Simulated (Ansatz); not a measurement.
An input for Ansatz 0.2.0 (KCdCO3F (P-6m2)):

```yaml
crystal:
  lattice:
    - [5.1324, 0.0, 0.0]
    - [-2.5662, 4.4447887824, 0.0]
    - [0.0, 0.0, 4.4324]
  atoms:
    - { symbol: K, position: [0.0, 0.0, 0.0] }
    - { symbol: Cd, position: [0.6666666667, 0.3333333333, 0.5] }
    - { symbol: C, position: [0.3333333333, 0.6666666667, 0.5] }
    - { symbol: O, position: [0.1878970915, 0.3757941831, 0.5] }
    - { symbol: O, position: [0.1878970915, 0.8121029085, 0.5] }
    - { symbol: O, position: [0.6242058169, 0.8121029085, 0.5] }
    - { symbol: F, position: [0.6666666667, 0.3333333333, 0.0] }
kpoints:
  mp_grid: { grid: [6, 6, 6] }
  band_path:
    path:
      - [0.0, 0.0, 0.0]
      - [0.5, 0.0, 0.0]
      - [0.33333333, 0.33333333, 0.0]
      - [0.0, 0.0, 0.5]
      - [0.5, 0.0, 0.5]
      - [0.33333333, 0.33333333, 0.5]
    npoints: 1
hamiltonian:
  xc: hse06
  pseudopotentials: { kind: paw, azcp: { folder: soft_1 } }
scf:
  occupations: { method: fixed }
  n_extra_bands: 6
output:
  eigenvalues: true
```

```sh
ansatz run input.yaml --threads 2 --pin off --max-ram 92160MiB --backend cuda --events-out ev --progress --plain --runs-dir out --devices 1 --max-vram 13GiB
```

Q: How long will it take on 1 × NVIDIA H100 80GB HBM3 (shared by 6 runs) with 2 threads of AMD EPYC 7R13 (Zen 3), shared host, and how much memory?

It took 65 s; on shared hardware allow 32 s to 2.2 min. Peak host memory was 1.8 GiB. The sizes that set the cost: 1977 plane waves a state, 28 irreducible k points and 16 SCF cycles.

Exact exchange couples every pair of k points and filled bands, so it costs far more than a semilocal run.

[Paths, hosts, dates, memory and timing lines, banners, echoed tables and standing remarks are left out of the program output.]

[Logs are printed without paths, hosts, clocks, repeated set-up lines and the standing remarks that a program may print on its own settings, such as how far it seeks lower states.]

[Runs of the session that timed out or met a known fault of the program may be left out.]

[Cells called generated may have been cut or substituted from an entry of the Crystallography Open Database or the Materials Project.]

[Hosts, paths, dates, database ids (printed as entryN), source tags and the programs' standing remarks are cut or masked in the printed files.]
